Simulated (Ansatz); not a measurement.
**How Cr(100) screens a field**

Wanted: the response of a Cr(100) slab to a perpendicular field.

Calculated with Ansatz 0.2.0; plane-wave DFT, LDA, Ansatz PAW.

## (1) Starting point

The cell holds 7 atoms: 7 Cr. Cell: a = 2.880 Å, b = 2.880 Å, c = 26.640 Å, α = 90.0°, β = 90.0°, γ = 90.0°. Vacuum lies along c.

## (2) Atoms held, field 0

A sawtooth potential applies the field, turning back in the middle of the vacuum. With the dipole correction the typed value is the field outside the slab. The induced dipole is small, so the SCF threshold is tight.

File input.yaml:

```yaml
crystal:
  lattice:
    - [2.88, 0.0, 0.0]
    - [0.0, 2.88, 0.0]
    - [0.0, 0.0, 26.64]
  atoms:
    - { symbol: Cr, position: [0.0, 0.0, 0.3378378378], spin: 2.0 }
    - { symbol: Cr, position: [0.5, 0.5, 0.3918918919], spin: -2.0 }
    - { symbol: Cr, position: [0.0, 0.0, 0.4459459459], spin: 2.0 }
    - { symbol: Cr, position: [0.5, 0.5, 0.5], spin: -2.0 }
    - { symbol: Cr, position: [0.0, 0.0, 0.5540540541], spin: 2.0 }
    - { symbol: Cr, position: [0.5, 0.5, 0.6081081081], spin: -2.0 }
    - { symbol: Cr, position: [0.0, 0.0, 0.6621621622], spin: 2.0 }
magnetization:
  spin_polarized: true
kpoints:
  mp_grid: { grid: [18, 18, 1] }
hamiltonian:
  xc: lda
scf:
  occupations: { method: fermi_dirac, width: 0.1 }
  convergence: { dr2_threshold: 1.0e-10 }
efield:
  axis: 3
  dipole_correction: true
  ramp_position: 0.97
  ramp_width: 0.06
  amplitude: 0
output:
  forces: true
  write_potential: true
  write_density: true
  volumetric_format: npy
```

Command:

```bash
$ ansatz run input.yaml --threads 4 --pin off --max-ram 6144MiB --backend cpu --events-out ev --progress --plain --runs-dir out
```

Numbers of over 12 decimals in the logs are rounded to 6 here.

The program printed:

```text
Engine: ansatz 0.2.0, aarch64-unknown-linux-gnu
Pseudopotentials: kind: paw
Pseudopotential: Cr, paw, valence charge 14, recommended cutoff 420 eV (normal), Cr.paw.azcp
Functional definition: SPW92
  exchange = slater_x
  correlation = pw_c
Crystal: 7 atoms, lattice volume = 220.963 Å³
Basis set: ecut = 420 eV, 4301 PW (Γ)
Bands: 68, of which v1, the nominal top of the filled ones, is band 49 counted from 1 (48 counted from 0)
Symmetry: 8 space group operations
k-points: 55 of 324
Non-local potential: Cr, projectors of the file, l = 0: 3, l = 1: 2, l = 2: 3, l = 3: 1
PAW form: soft (Blöchl's): semilocal exchange-correlation on the pseudo side does not see the compensation charge
PAW frozen core: Cr, regenerated for the run's functional, and the local potential with it (the file was generated under x = pbe(κ = 0.804, μ = 0.219515), c = pbe(β = 0.066725))
PAW one-centre angular grid: Cr, 590 points (default); XC on 64 Gauss nodes
Initial density: superposition of atomic densities (neutral atoms: chi_scale 0, normalization atom)
Starting moments: Σ|m| = 14 μB on 7 of 7 sites
Initial wavefunctions: pseudopotential atomic-orbital guess
Functional: x = slater, c = lda
SCF iter   1: F=—  HF=-23276.604646 eV  |F-HF|=—  |Δ(HF+E_count)|=         —  Δρ=1.04e-1 (↑1.04e-1 ↓9.82e-2)  dr2=5.78e1  dr2_m=1.03e1  M=1.670 μB ∫|m|=3.589 μB  β_m=1.00  ethr=3.10e-3  p=0.000 e·Å  D=1.51e-13 V/Å  ΔV_dip=-0.00 eV  dr2_dipole=2.67e-8  V_vac-E_F(+/−)=6.76/6.76 eV  ⟨swp⟩=9.2  Hψ=36589  notcnv=0
Mixer restart at iter 1: flushing history
efield: sawtooth ramp at fractional position 0.9700 (set: `efield.ramp_position`, or a place that a band, a saddle search or an elastic batch's reference lends), width 0.0600; the density the first Hamiltonian is built on has a dipole p = 0.000 e·Å; the dipole correction subtracts the counter field D = 1.51e-13 V/Å, which shifts the + side's vacuum level by -0.00 eV against the − side's; the planar-averaged density in the ramp window peaks in size at 4.2e-6 e/Å³
preconditioner: auto → LDOS  [metal: Δε(μ)=0.005 eV  Ē_g=4.863 eV  σ=0.100 eV  W_gap=0.01  n_scr=56 (ndim 8)  ℏωp=16.2 eV  f_vac=0.546  D(μ)=6.71/eV (n_scr^D=46)]
spin=Collinear: LDOS preconditioning applied to the charge; magnetization (m = ρ↑ − ρ↓) channel mixes plain (no charge-response kernel on spin).
SCF iter   2: F=—  HF=-23265.875815 eV  |F-HF|=—  |Δ(HF+E_count)|=    1.07e1  Δρ=1.02e-1 (↑1.02e-1 ↓8.27e-2)  dr2=8.62e0  dr2_m=1.66e1  M=-2.172 μB ∫|m|=7.472 μB  β_m=0.65  ethr=3.10e-3  p=0.000 e·Å  D=1.02e-6 V/Å  ΔV_dip=-0.00 eV  dr2_dipole=4.08e-8  V_vac-E_F(+/−)=5.66/5.66 eV  ⟨swp⟩=3.1  Hψ=20242  notcnv=0  defer=11
density mixer auto → msr1: a metal under ldos (density of states about μ 2.62 of a free-electron gas's, 56 screened modes)
SCF iter   3: F=—  HF=-23259.354615 eV  |F-HF|=—  |Δ(HF+E_count)|=    6.52e0  Δρ=7.21e-2 (↑6.53e-2 ↓7.21e-2)  dr2=1.93e0  dr2_m=8.96e0  M=-3.450 μB ∫|m|=10.288 μB  β_m=0.82  ethr=3.10e-3  p=-0.000 e·Å  D=-2.74e-6 V/Å  ΔV_dip=0.00 eV  dr2_dipole=2.23e-10  V_vac-E_F(+/−)=4.46/4.46 eV  ⟨swp⟩=2.9  Hψ=15578  notcnv=0  defer=4
SCF iter   4: F=—  HF=-23256.974071 eV  |F-HF|=—  |Δ(HF+E_count)|=    2.38e0  Δρ=1.90e-2 (↑1.90e-2 ↓1.15e-2)  dr2=1.16e0  dr2_m=1.86e-1  M=-2.914 μB ∫|m|=6.281 μB  β_m=0.81  ethr=1.97e-3  p=-0.000 e·Å  D=-4.84e-6 V/Å  ΔV_dip=0.00 eV  dr2_dipole=2.89e-9  V_vac-E_F(+/−)=4.40/4.40 eV  ⟨swp⟩=3.1  Hψ=17474  notcnv=0
SCF iter   5: F=—  HF=-23256.944426 eV  |F-HF|=—  |Δ(HF+E_count)|=   2.96e-2  Δρ=2.52e-2 (↑2.07e-2 ↓2.52e-2)  dr2=3.84e-1  dr2_m=9.63e-1  M=-3.899 μB ∫|m|=9.980 μB  β_m=0.79  ethr=1.18e-3  p=0.000 e·Å  D=5.85e-6 V/Å  ΔV_dip=-0.00 eV  dr2_dipole=2.28e-10  V_vac-E_F(+/−)=4.18/4.18 eV  ⟨swp⟩=3.1  Hψ=17514  notcnv=0
SCF iter   6: F=—  HF=-23256.717584 eV  |F-HF|=—  |Δ(HF+E_count)|=   2.27e-1  Δρ=8.79e-3 (↑8.05e-3 ↓8.79e-3)  dr2=6.02e-2  dr2_m=1.27e-1  M=-3.889 μB ∫|m|=10.002 μB  β_m=0.66  ethr=3.92e-4  p=0.000 e·Å  D=4.37e-6 V/Å  ΔV_dip=-0.00 eV  dr2_dipole=4.44e-9  V_vac-E_F(+/−)=4.03/4.03 eV  ⟨swp⟩=2.6  Hψ=14132  notcnv=0  defer=3
SCF iter   7: F=—  HF=-23256.686495 eV  |F-HF|=—  |Δ(HF+E_count)|=   3.11e-2  Δρ=5.18e-3 (↑5.14e-3 ↓5.18e-3)  dr2=1.17e-2  dr2_m=5.12e-2  M=-3.896 μB ∫|m|=10.015 μB  β_m=0.83  ethr=6.15e-5  p=0.000 e·Å  D=2.93e-6 V/Å  ΔV_dip=-0.00 eV  dr2_dipole=1.99e-10  V_vac-E_F(+/−)=4.04/4.04 eV  ⟨swp⟩=2.4  Hψ=14685  notcnv=0  defer=3
SCF iter   8: F=—  HF=-23256.685975 eV  |F-HF|=—  |Δ(HF+E_count)|=   5.20e-4  Δρ=2.91e-3 (↑2.68e-3 ↓2.91e-3)  dr2=1.13e-2  dr2_m=1.26e-2  M=-3.905 μB ∫|m|=10.293 μB  β_m=0.88  ethr=1.19e-5  p=0.000 e·Å  D=7.89e-7 V/Å  ΔV_dip=-0.00 eV  dr2_dipole=1.85e-10  V_vac-E_F(+/−)=4.02/4.02 eV  ⟨swp⟩=2.9  Hψ=15787  notcnv=0  defer=3
SCF iter   9: F=—  HF=-23256.680485 eV  |F-HF|=—  |Δ(HF+E_count)|=   5.49e-3  Δρ=5.26e-4 (↑5.26e-4 ↓4.14e-4)  dr2=1.66e-3  dr2_m=7.75e-5  M=-3.886 μB ∫|m|=10.306 μB  β_m=0.68  ethr=1.15e-5  p=-0.000 e·Å  D=-8.40e-8 V/Å  ΔV_dip=0.00 eV  dr2_dipole=2.97e-11  V_vac-E_F(+/−)=4.01/4.01 eV  ⟨swp⟩=2.3  Hψ=13911  notcnv=0  defer=3
[...]
SCF iter  14: F=—  HF=-23256.679939 eV  |F-HF|=—  |Δ(HF+E_count)|=   3.70e-9  Δρ=3.76e-6 (↑3.76e-6 ↓3.52e-6)  dr2=1.13e-7  dr2_m=1.52e-8  M=-3.892 μB ∫|m|=10.306 μB  β_m=0.72  ethr=4.25e-10  p=0.000 e·Å  D=1.49e-9 V/Å  ΔV_dip=-0.00 eV  dr2_dipole=1.84e-13  V_vac-E_F(+/−)=4.02/4.02 eV  ⟨swp⟩=2.8  Hψ=12183  notcnv=0  defer=3
SCF iter  15: F=—  HF=-23256.679939 eV  |F-HF|=—  |Δ(HF+E_count)|=   5.13e-9  Δρ=6.70e-7 (↑4.44e-7 ↓6.70e-7)  dr2=4.49e-9  dr2_m=2.98e-10  M=-3.892 μB ∫|m|=10.306 μB  β_m=0.70  ethr=1.16e-10  p=0.000 e·Å  D=3.17e-9 V/Å  ΔV_dip=-0.00 eV  dr2_dipole=1.94e-13  V_vac-E_F(+/−)=4.02/4.02 eV  ⟨swp⟩=2.7  Hψ=11225  notcnv=0  defer=3
SCF iter  16: F=—  HF=-23256.679939 eV  |F-HF|=—  |Δ(HF+E_count)|=   1.03e-9  Δρ=3.67e-7 (↑3.67e-7 ↓2.85e-7)  dr2=5.61e-10  dr2_m=1.38e-10  M=-3.892 μB ∫|m|=10.306 μB  β_m=0.69  ethr=4.58e-12  p=0.000 e·Å  D=4.98e-9 V/Å  ΔV_dip=-0.00 eV  dr2_dipole=6.54e-13  V_vac-E_F(+/−)=4.02/4.02 eV  ⟨swp⟩=3.0  Hψ=13597  notcnv=0  defer=3
SCF iter  17: F=—  HF=-23256.679939 eV  |F-HF|=—  |Δ(HF+E_count)|=  9.53e-10  Δρ=2.70e-7 (↑2.41e-7 ↓2.70e-7)  dr2=2.77e-10  dr2_m=5.90e-11  M=-3.892 μB ∫|m|=10.306 μB  β_m=0.56  ethr=1.00e-12  p=0.000 e·Å  D=8.42e-10 V/Å  ΔV_dip=-0.00 eV  dr2_dipole=7.26e-14  V_vac-E_F(+/−)=4.02/4.02 eV  ⟨swp⟩=2.9  Hψ=14402  notcnv=0  defer=3
SCF iter  18: F=—  HF=-23256.679939 eV  |F-HF|=—  |Δ(HF+E_count)|=   2.12e-9  Δρ=8.93e-8 (↑4.67e-8 ↓8.93e-8)  dr2=3.09e-11  dr2_m=7.43e-12  M=-3.892 μB ∫|m|=10.306 μB  β_m=0.61  ethr=1.00e-12  p=0.000 e·Å  D=7.84e-10 V/Å  ΔV_dip=-0.00 eV  dr2_dipole=1.81e-14  V_vac-E_F(+/−)=4.02/4.02 eV  ⟨swp⟩=2.8  Hψ=13620  notcnv=0  defer=3
iter 19 did not close the SCF: its close was put off for the exchange–correlation potential of the local minority spin (scf_convergence_deferred on its scf_iter line)
SCF iter  19: F=-23256.679939 eV  HF=-23256.679939 eV  |F-HF|=2.62e-10  |Δ(HF+E_count)|=   4.68e-9  Δρ=9.22e-8 (↑5.16e-8 ↓9.22e-8)  dr2=6.26e-11  dr2_m=1.32e-12  M=-3.892 μB ∫|m|=10.306 μB  β_m=0.48  ethr=1.00e-12  p=0.000 e·Å  D=3.65e-10 V/Å  ΔV_dip=-0.00 eV  dr2_dipole=1.61e-14  V_vac-E_F(+/−)=4.02/4.02 eV  ⟨swp⟩=7.3  Hψ=37011  notcnv=0
iter 20 met the thresholds in force, and the SCF goes on: an eigenvalue changes by 1.48 meV, over its tolerance of 1.00 meV (output.eigenvalues, Limitations)
SCF iter  20: F=-23256.679939 eV  HF=-23256.679939 eV  |F-HF|=1.46e-10  |Δ(HF+E_count)|=   7.33e-7  Δρ=5.62e-8 (↑5.62e-8 ↓3.55e-8)  dr2=9.55e-11  dr2_m=2.45e-12  M=-3.892 μB ∫|m|=10.306 μB  β_m=0.49  ethr=1.00e-12  p=0.000 e·Å  D=4.49e-10 V/Å  ΔV_dip=-0.00 eV  dr2_dipole=2.60e-15  V_vac-E_F(+/−)=4.02/4.02 eV  ⟨swp⟩=5.8  Hψ=35805  notcnv=0  recentre
SCF iter  21: F=-23256.679939 eV  HF=-23256.679939 eV  |F-HF|=1.02e-10  |Δ(HF+E_count)|=  1.09e-11  Δρ=3.63e-8 (↑3.63e-8 ↓2.40e-8)  dr2=2.52e-11  dr2_m=1.18e-12  M=-3.892 μB ∫|m|=10.306 μB  ethr=1.00e-12  p=0.000 e·Å  D=3.12e-10 V/Å  ΔV_dip=-0.00 eV  dr2_dipole=2.34e-16  V_vac-E_F(+/−)=4.02/4.02 eV  ⟨swp⟩=4.2  Hψ=25082  notcnv=0
SCF 1 converged in 21 iterations: F = -23256.679939 eV  dr2 = 2.52e-11
  greatest PAW one-centre occupation: 1.000 electrons in one spin orbital (limit 2), on the Cr atom at site 4 (counted from 0), in its partial waves of l = 0
WARN: The output density's exchange-correlation potential varies sharply where the density is thin. Do not read a vacuum level from v_tot or v_xc, or from such a field of the output density. On a cell that repeats whose density bears no net charge and no dipole along the vacuum's axis use v_es (v_loc + v_h of the components); under efield.dipole_correction with no amplitude use v_es + v_field, which holds any externa [...]
SCF converged after 21 iterations
an eigenvalue changed by more than its tolerance at an iteration that met the thresholds in force, so the SCF went on 1 time: the last check found none over its tolerance
Magnetization: -3.8917 μB (47.0541 up, 50.9459 down)
Absolute magnetization: 10.3058 μB (∫|ρ↑−ρ↓|, with the PAW one-centre terms)
Spin contamination: 1.5243 ħ² per cell (⟨S²⟩ above its minimum at these occupations)
Per-site moments (μB) at R_I (Å): [(-2.337705, 1.028838), (1.115889, 1.028838), (-0.763405, 1.028838), (0.737212, 1.028838), (-0.763405, 1.028838), (1.115889, 1.028838), (-2.337705, 1.028838)]
Free energy (F): -23256.679939 eV
Harris-Foulkes:  -23256.679939 eV  (|F-HF|=1.02e-10)
Internal energy: -23256.489773 eV  (E = F + TS)
E sigma→0 (E₀):  -23256.584856 eV
Entropy (-TS):   -0.190165 eV (-27.166 meV/atom)
Fermi energy:    4.572224 eV
Dipole field:    D = 0.000000 V/Å  (p = 0.000000 e·Å, saw-weighted, corrected)
Work function:   Φ+ = 4.0182 eV   Φ− = 4.0183 eV
Levels:          The Fermi level and band energies are counted from a zero that moves with the ramp; work functions are not
--- Per-component energies (eV) ---
  E_band       = -2422.993423
  E_kinetic    = 2395.335150
  E_local      = -189341.133382  (includes V_loc(G=0)·N_el)
  E_nonlocal   = 590.972025
  E_hartree    = 93429.338319
  E_xc         = -965.488352
  E_vxc        = -1238.356120  (∫ρ·V_xc dr)
  E_paw        = -7991.490610  (= ΣΔE_a)
  E_vpaw       = -1688.492696  (= ΣTr[D̂ρ^β])
  E_aug_tail   = 0.002436  (compensation charges beyond the density's cutoff)
  E_efield     = 0.000000  (sawtooth field / dipole correction)
  E_vefield    = 0.000000  (∫n·V_field dr)
  E_ewald      = 78623.418767
  E_core_change = 2.555873  (= ΣΔE_core)
  E_smearing   = -0.190165  (= −TS)
  E_closure    = -0.000000  (closes the sum)
  Σ components = -23256.679939   (vs F -23256.679939, Δ=0.00e0)
--- Forces (eV/Å), atoms counted from 1 ---
  atom   1  Cr    -0.00000000     0.00000000     1.47031856
  atom   2  Cr    -0.00000000     0.00000000    -0.44708701
  atom   3  Cr    -0.00000000     0.00000000     0.14304588
  atom   4  Cr    -0.00000000     0.00000000    -0.00000001
  atom   5  Cr     0.00000000     0.00000000    -0.14304589
  atom   6  Cr     0.00000000     0.00000000     0.44708701
  atom   7  Cr     0.00000000     0.00000000    -1.47031855
  max |Σ_I F_I| component: 8.00e-9 eV/Å
--- Band table (eV; the first three rows and the last of 110) ---
  k-point 0 ↑: bands = [... 45 lower, 3.9248, 4.1789, 4.5389, 4.7042, 4.9582, 4.9734, 5.0208, 5.0208, ... 15 higher]
  k-point 1 ↑: bands = [... 45 lower, 4.1114, 4.2548, 4.5187, 4.6168, 4.8841, 4.9682, 5.1240, 5.2210, ... 15 higher]
  k-point 2 ↑: bands = [... 45 lower, 4.3145, 4.3258, 4.4241, 4.7501, 4.8789, 4.9366, 5.2449, 5.3429, ... 15 higher]
  k-point 54 ↓: bands = [... 45 lower, 4.2363, 4.2363, 4.7796, 4.8145, 5.3034, 5.3034, 5.6760, 5.7240, ... 15 higher]
```

It took 2.4 min on 4 threads of Arm Neoverse V1, shared host; peak memory 1.5 GiB.

Numbers from this step:

```yaml
energy_at_zero_smearing: -23256.5849 eV
total_moment: -3.892 μB
site_moments: -2.338, 1.116, -0.7634, 0.7372, -0.7634, 1.116, -2.338 μB
work_function_upper_face: 4.018 eV
dipole_along_the_normal: 2.43e-8 e·Å
```

Running mean over 1.44 Å of the planar mean; the ramp of the sawtooth is left out. Electron's electrostatic potential energy less the Fermi level against z:

z (Å), electron's electrostatic potential energy less the Fermi level (eV) and a bar from the least value:
```
      3.5       4.02 ##############################
      4.0       4.02 ##############################
      4.5       4.02 ##############################
      5.0       4.01 ##############################
      5.5       4.00 ##############################
      6.0       3.96 ##############################
      6.5       3.83 ##############################
      7.0       3.44 #############################
      7.5       2.26 ##########################
      8.0      -1.09 ###################
      8.5      -5.66 #########
      9.0      -8.76 ##
      9.5      -9.48 
     10.0      -9.61 
     10.5      -9.66 
     11.0      -9.67 
     11.5      -9.64 
     12.0      -9.60 
     12.5      -9.58 
     13.0      -9.57 
     13.5      -9.57 
     14.0      -9.58 
     14.5      -9.60 
     15.0      -9.63 
     15.5      -9.66 
     16.0      -9.67 
     16.5      -9.62 
     17.0      -9.53 
     17.5      -9.12 #
     18.0      -6.78 ######
     18.5      -2.37 ################
     19.0       1.57 #########################
     19.5       3.24 ############################
     20.0       3.76 #############################
     20.5       3.93 ##############################
     21.0       3.99 ##############################
     21.5       4.01 ##############################
     22.0       4.02 ##############################
     22.5       4.02 ##############################
     23.0       4.02 ##############################
     23.5       4.02 ##############################
```

Site moment by atom:

| atom | site moment (μB) |
| --- | --- |
| Cr1 | -2.34 |
| Cr2 | 1.12 |
| Cr3 | -0.76 |
| Cr4 | 0.74 |
| Cr5 | -0.76 |
| Cr6 | 1.12 |
| Cr7 | -2.34 |

Force by atom:

| atom | x (eV/Å) | y (eV/Å) | z (eV/Å) | size |
| --- | --- | --- | --- | --- |
| Cr1 | 0.00 | 0.00 | 1.47 | 1.47 |
| Cr2 | 0.00 | 0.00 | -0.45 | 0.45 |
| Cr3 | 0.00 | 0.00 | 0.14 | 0.14 |
| Cr4 | 0.00 | 0.00 | 0.00 | 0.00 |
| Cr5 | 0.00 | 0.00 | -0.14 | 0.14 |
| Cr6 | 0.00 | 0.00 | 0.45 | 0.45 |
| Cr7 | 0.00 | 0.00 | -1.47 | 1.47 |

The work function of the upper face is 4.02 eV.

## (3) Single point, field 0.05 V/Å

Edit input.yaml of step 2 so:

```diff
@@ -27,3 +27,3 @@
   ramp_width: 0.06
-  amplitude: 0
+  amplitude: 0.05
 output:
```

The program printed:

```text
[...]
Crystal: 7 atoms, lattice volume = 220.963 Å³
Basis set: ecut = 420 eV, 4301 PW (Γ)
Bands: 68, of which v1, the nominal top of the filled ones, is band 49 counted from 1 (48 counted from 0)
Symmetry: 8 space group operations
k-points: 55 of 324
[...]
Starting moments: Σ|m| = 14 μB on 7 of 7 sites
[...]
k-point 1 ↑: bands = [... 45 lower, 4.1112, 4.2545, 4.5184, 4.6165, 4.8826, 4.9685, 5.1241, 5.2207, ... 15 higher]
  k-point 2 ↑: bands = [... 45 lower, 4.3142, 4.3255, 4.4238, 4.7497, 4.8779, 4.9368, 5.2447, 5.3427, ... 15 higher]
  k-point 54 ↓: bands = [... 45 lower, 4.2360, 4.2360, 4.7793, 4.8143, 5.3026, 5.3037, 5.6758, 5.7237, ... 15 higher]
[key lines of the parts left out:]
SCF converged after 28 iterations
Magnetization: -3.8916 μB (47.0542 up, 50.9458 down)
Free energy (F): -23256.680652 eV
Fermi energy:    4.571950 eV
Dipole field:    D = 0.023347 V/Å  (p = 0.028509 e·Å, saw-weighted, corrected)
```

It took 2.9 min on 4 threads; peak memory 1.5 GiB.

The dipole is 0.0285 e·Å.

## (4) Single point, field -0.05 V/Å

Edit input.yaml of step 3 so:

```diff
@@ -27,3 +27,3 @@
   ramp_width: 0.06
-  amplitude: 0.05
+  amplitude: -0.05
 output:
```

The program printed:

```text
[...]
Crystal: 7 atoms, lattice volume = 220.963 Å³
Basis set: ecut = 420 eV, 4301 PW (Γ)
Bands: 68, of which v1, the nominal top of the filled ones, is band 49 counted from 1 (48 counted from 0)
Symmetry: 8 space group operations
k-points: 55 of 324
[...]
Starting moments: Σ|m| = 14 μB on 7 of 7 sites
[...]
k-point 1 ↑: bands = [... 45 lower, 4.1112, 4.2545, 4.5184, 4.6165, 4.8826, 4.9685, 5.1241, 5.2207, ... 15 higher]
  k-point 2 ↑: bands = [... 45 lower, 4.3142, 4.3255, 4.4238, 4.7497, 4.8779, 4.9368, 5.2447, 5.3427, ... 15 higher]
  k-point 54 ↓: bands = [... 45 lower, 4.2360, 4.2360, 4.7793, 4.8143, 5.3026, 5.3037, 5.6758, 5.7237, ... 15 higher]
[key lines of the parts left out:]
SCF converged after 28 iterations
Magnetization: -3.8916 μB (47.0542 up, 50.9458 down)
Free energy (F): -23256.680652 eV
Fermi energy:    4.571950 eV
Dipole field:    D = -0.023347 V/Å  (p = -0.028510 e·Å, saw-weighted, corrected)
```

It took 2.8 min on 4 threads; peak memory 1.4 GiB; 11 min of CPU time.

The dipole is -0.0285 e·Å.

## (5) Atoms held, field 0.1 V/Å

Edit input.yaml of step 4 so:

```diff
@@ -27,3 +27,3 @@
   ramp_width: 0.06
-  amplitude: -0.05
+  amplitude: 0.1
 output:
```

The program printed:

```text
[...]
Crystal: 7 atoms, lattice volume = 220.963 Å³
Basis set: ecut = 420 eV, 4301 PW (Γ)
Bands: 68, of which v1, the nominal top of the filled ones, is band 49 counted from 1 (48 counted from 0)
Symmetry: 8 space group operations
k-points: 55 of 324
[...]
Starting moments: Σ|m| = 14 μB on 7 of 7 sites
[...]
k-point 1 ↑: bands = [... 45 lower, 4.1103, 4.2537, 4.5176, 4.6157, 4.8782, 4.9694, 5.1247, 5.2199, ... 15 higher]
  k-point 2 ↑: bands = [... 45 lower, 4.3134, 4.3247, 4.4230, 4.7485, 4.8751, 4.9374, 5.2441, 5.3420, ... 15 higher]
  k-point 54 ↓: bands = [... 45 lower, 4.2352, 4.2352, 4.7786, 4.8135, 5.3012, 5.3035, 5.6750, 5.7229, ... 15 higher]
[key lines of the parts left out:]
SCF converged after 28 iterations
Magnetization: -3.8914 μB (47.0543 up, 50.9457 down)
Free energy (F): -23256.682790 eV
Fermi energy:    4.571142 eV
Dipole field:    D = 0.046702 V/Å  (p = 0.057028 e·Å, saw-weighted, corrected)
```

The job ended after 2.8 min (4 threads; peak memory 1.4 GiB; 11 min of CPU time).

The dipole is 0.0570 e·Å.

(Part 1 of 3 ends here.)

[Logs are printed without paths, hosts, clocks, repeated set-up lines and the standing remarks that a program may print on its own settings, such as how far it seeks lower states.]

[Hosts, paths, dates, database ids (printed as entryN), source tags and the programs' standing remarks are cut or masked in the printed files.]

[Maps of the electrostatic potential energy from Ansatz leave out the sawtooth potential of an applied field or a dipole correction, so their vacuum need not be flat; planar profiles and work functions include it.]
